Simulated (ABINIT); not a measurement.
# SrCl2 (Fm-3m): G0W0 in ABINIT against the bands in the self-energy, part 2 of 2

Aim: move the bands in the self-energy of a G0W0 run on SrCl2 (Fm-3m) over a wide range.

ABINIT 10.8.3; PBE and many-body steps on it, plane waves. Known limits of the many-body steps: not at the basis limit; no spin-orbit coupling; coarse k mesh.

So far. Step 2 (Screening, 2×2×2 mesh, 149 bands, screening to 176.9 eV): Local fields lower ε∞ by 15 %. On a Γ-centred mesh this coarse the value itself is usually too large, while a short band sum pulls it down.

**5. 46 bands**

Level of this step: G0W0 on PBE, plane waves, norm-conserving pseudopotentials (ABINIT).

The self-energy is evaluated for the states that the input lists, and the levels follow from it, in one-shot runs by the linearised quasiparticle equation.

File run.abi:

```
acell 3*1.0 Angstrom
rprim 
  -0.000000000000 3.488350000000 3.488350000000
  3.488350000000 -0.000000000000 3.488350000000
  3.488350000000 3.488350000000 -0.000000000000
ntypat 2
znucl 38 17
natom 3
typat 1 2 2
xred 
  0.000000000000 0.000000000000 0.000000000000
  0.250000000000 0.250000000000 0.250000000000
  0.750000000000 0.750000000000 0.750000000000
pp_dirpath "pseudos"
pseudos "Sr.upf, Cl.upf"
ecut 28
ngkpt 2 2 2
nshiftk 1
shiftk 0 0 0
kptopt 1
chksymbreak 0
istwfk *1
occopt 1
irdwfk 1
optdriver 4
nband 46
gwcalctyp 0
ecutsigx 28
symsigma 1
nkptgw 2
kptgw 
  0.5000000000 0.5000000000 0.0000000000
  0.0000000000 0.0000000000 0.0000000000
bdgw 
  10 14
  10 15
ecuteps 6.5
irdscr 1
ppmodel 1
indata_prefix "in"
outdata_prefix "out"
tmpdata_prefix "tmp"
```

Command:

```sh
$ OMP_NUM_THREADS=1 mpirun -n 4 abinit run.abi > log
```

The log of the run:

```text
.Version 10.8.3 of ABINIT. v10.8.2 released Aug 2026.

 Symmetries : space group Fm -3 m (#225); Bravais cF (face-center cubic)
[... echo of the input left out ...]
== DATASET  1 ==================================================================
-   mpi_nproc: 4, omp_nthreads: 1 (-1 if OMP is not activated)

--- !DatasetInfo
iteration_state: {dtset: 1, }
dimensions: {natom: 3, nkpt: 3, mband: 46, nsppol: 1, nspinor: 1, nspden: 1, mpw: 4088, }
cutoff_energies: {ecut:  28.0, pawecutdg:  -1.0, }
[...]
Band     E0 <VxcDFT>   SigX SigC(E0)      Z dSigC/dE  Sig(E)    E-E0       E
[...]
14   7.776  -9.730  -4.691  -2.750   0.862  -0.160  -7.757   1.973   9.748
       15   7.776  -9.730  -4.691  -2.750   0.862  -0.160  -7.757   1.973   9.748

== END DATASET(S) ==============================================================
================================================================================

 -outvars: echo values of variables after computation  --------
           etotal      0.0000000000E+00
            nband          46
             nkpt           3
          spgroup         225
 [... the other variables as echoed above ...]

 Calculation completed.
```

Elapsed: 7.5 s, on 4 MPI ranks of Arm Neoverse V1, shared host; peak memory 0.73 GiB; 30 s of CPU time.

Numbers from this step:

```
G0W0 gap on the points computed              : 7.162 eV
starting gap on the mesh                     : 5.343 eV
k of the valence top                         : 0.5, 0.5, 0
k of the conduction bottom                   : 0, 0, 0
least direct G0W0 gap on the computed points : 7.578 eV
```

The gap on the mesh goes from 5.34 eV to 7.16 eV, a correction of +1.82 eV.

**6. 92 bands**

Edit run.abi of step 5 so:

```diff
@@ -25,3 +25,3 @@
 optdriver 4
-nband 46
+nband 92
 gwcalctyp 0
```

The log of the run:

```text
.Version 10.8.3 of ABINIT. v10.8.2 released Aug 2026.

 Symmetries : space group Fm -3 m (#225); Bravais cF (face-center cubic)
[... echo of the input left out ...]
== DATASET  1 ==================================================================
-   mpi_nproc: 4, omp_nthreads: 1 (-1 if OMP is not activated)

--- !DatasetInfo
iteration_state: {dtset: 1, }
dimensions: {natom: 3, nkpt: 3, mband: 92, nsppol: 1, nspinor: 1, nspden: 1, mpw: 4088, }
cutoff_energies: {ecut:  28.0, pawecutdg:  -1.0, }
[...]
Band     E0 <VxcDFT>   SigX SigC(E0)      Z dSigC/dE  Sig(E)    E-E0       E
[...]
14   7.776  -9.730  -4.691  -3.174   0.857  -0.167  -8.132   1.598   9.373
       15   7.776  -9.730  -4.691  -3.174   0.857  -0.167  -8.132   1.598   9.373

== END DATASET(S) ==============================================================
================================================================================

 -outvars: echo values of variables after computation  --------
           etotal      0.0000000000E+00
            nband          92
             nkpt           3
          spgroup         225
 [... the other variables as echoed above ...]

 Calculation completed.
```

The job ended after 12 s (4 MPI ranks; peak memory 0.8 GiB; 46 s of CPU time).

This step gave:

| Property | Result |
| --- | --- |
| G0W0 gap on the points computed | 7.288 eV |
| starting gap on the mesh | 5.343 eV |
| k of the valence top | 0.5, 0.5, 0 |
| k of the conduction bottom | 0, 0, 0 |
| least direct G0W0 gap on the computed points | 7.687 eV |

Against the run before, the gap moves by +0.126 eV.

**7. 149 bands**

Edit run.abi of step 6 so:

```diff
@@ -25,3 +25,3 @@
 optdriver 4
-nband 92
+nband 149
 gwcalctyp 0
```

The log of the run:

```text
.Version 10.8.3 of ABINIT. v10.8.2 released Aug 2026.

 Symmetries : space group Fm -3 m (#225); Bravais cF (face-center cubic)
[... echo of the input left out ...]
== DATASET  1 ==================================================================
-   mpi_nproc: 4, omp_nthreads: 1 (-1 if OMP is not activated)

--- !DatasetInfo
iteration_state: {dtset: 1, }
dimensions: {natom: 3, nkpt: 3, mband: 149, nsppol: 1, nspinor: 1, nspden: 1, mpw: 4088, }
cutoff_energies: {ecut:  28.0, pawecutdg:  -1.0, }
[...]
Band     E0 <VxcDFT>   SigX SigC(E0)      Z dSigC/dE  Sig(E)    E-E0       E
[...]
14   7.776  -9.730  -4.691  -3.321   0.856  -0.169  -8.260   1.469   9.245
       15   7.776  -9.730  -4.691  -3.321   0.856  -0.169  -8.260   1.469   9.245

== END DATASET(S) ==============================================================
================================================================================

 -outvars: echo values of variables after computation  --------
           etotal      0.0000000000E+00
            nband         149
             nkpt           3
          spgroup         225
 [... the other variables as echoed above ...]

 Calculation completed.
```

Elapsed: 17 s, on 4 MPI ranks; peak memory 0.93 GiB.

This step gave:

| Quantity | Value |
| --- | --- |
| G0W0 gap on the points computed | 7.364 eV |
| starting gap on the mesh | 5.343 eV |
| k of the valence top | 0.5, 0.5, 0 |
| k of the conduction bottom | 0, 0, 0 |
| least direct G0W0 gap on the computed points | 7.755 eV |

Against the run before, the gap moves by +0.076 eV.

**8. The runs together**

Times are wall times on 4 MPI ranks of Arm Neoverse V1, shared host, good to a factor of about two. A run's time includes the screening step that it read.

| run | mesh | bands | screening cutoff (eV) | DFT gap (eV) | gap on the mesh (eV) | direct (eV) | ε∞ used | time |
| --- | --- | --- | --- | --- | --- | --- | --- | --- |
| 20 bands | 2×2×2 | 20 | 176.9 | 5.343 | 6.939 | 7.361 | 2.90 | 15 s |
| 24 bands | 2×2×2 | 24 | 176.9 | 5.343 | 6.828 | 7.298 | 2.90 | 15 s |
| 46 bands | 2×2×2 | 46 | 176.9 | 5.343 | 7.162 | 7.578 | 2.90 | 18 s |
| 92 bands | 2×2×2 | 92 | 176.9 | 5.343 | 7.288 | 7.687 | 2.90 | 22 s |
| 149 bands | 2×2×2 | 149 | 176.9 | 5.343 | 7.364 | 7.755 | 2.90 | 28 s |

**9. Summary of results**

| Quantity | Value |
| --- | --- |
| 20 bands | 6.939 eV |
| 24 bands | 6.828 eV |
| 46 bands | 7.162 eV |
| 92 bands | 7.288 eV |
| 149 bands | 7.364 eV |
| known limits | not at the basis limit; no spin-orbit coupling; coarse k mesh |

**Reading.** The setting moved: bands in the self-energy. From 20 bands to 149 bands the gap moves by +0.42 eV, not steadily: it passes through 6.83 eV. The last step still moves it by +0.076 eV. Bands and screening cutoff are coupled, so a series along one setting does not show full convergence. Bands and cutoff are finite, so the gap is not at the basis limit. The miss can reach some tenths of an eV and take either sign; the mesh is an error of its own. In the first G0W0 run levels were corrected at 2 k points alone, so a gap called «on the mesh» is the least over those, and an edge elsewhere would be missed. The 2×2×2 mesh is coarse for this cell, which bears on the long-range parts of exchange and screening. The many-body steps are scalar-relativistic: spin-orbit coupling is not in them.

[Paths, hosts, dates, memory and timing lines, banners, echoed tables and standing remarks are left out of the program output.]

[Logs are printed without paths, hosts, clocks, repeated set-up lines and the standing remarks that a program may print on its own settings, such as how far it seeks lower states.]

[Runs of the session that timed out or met a known fault of the program may be left out.]

[No measured gap is set beside runs whose start may be inverted or whose files or cutoffs have a known fault.]

[Hosts, paths, dates, database ids (printed as entryN), source tags and the programs' standing remarks are cut or masked in the printed files.]

[G0W0 gaps are taken among the corrected bands and points alone; a level outside them can change the order at an edge.]

[Where Ansatz stands beside ABINIT at settings called matched, ABINIT's density can come from a denser mesh and the files from another edition; pairs whose starting gaps differed by over 0.03 eV were left out, so agreement reads better than it is.]
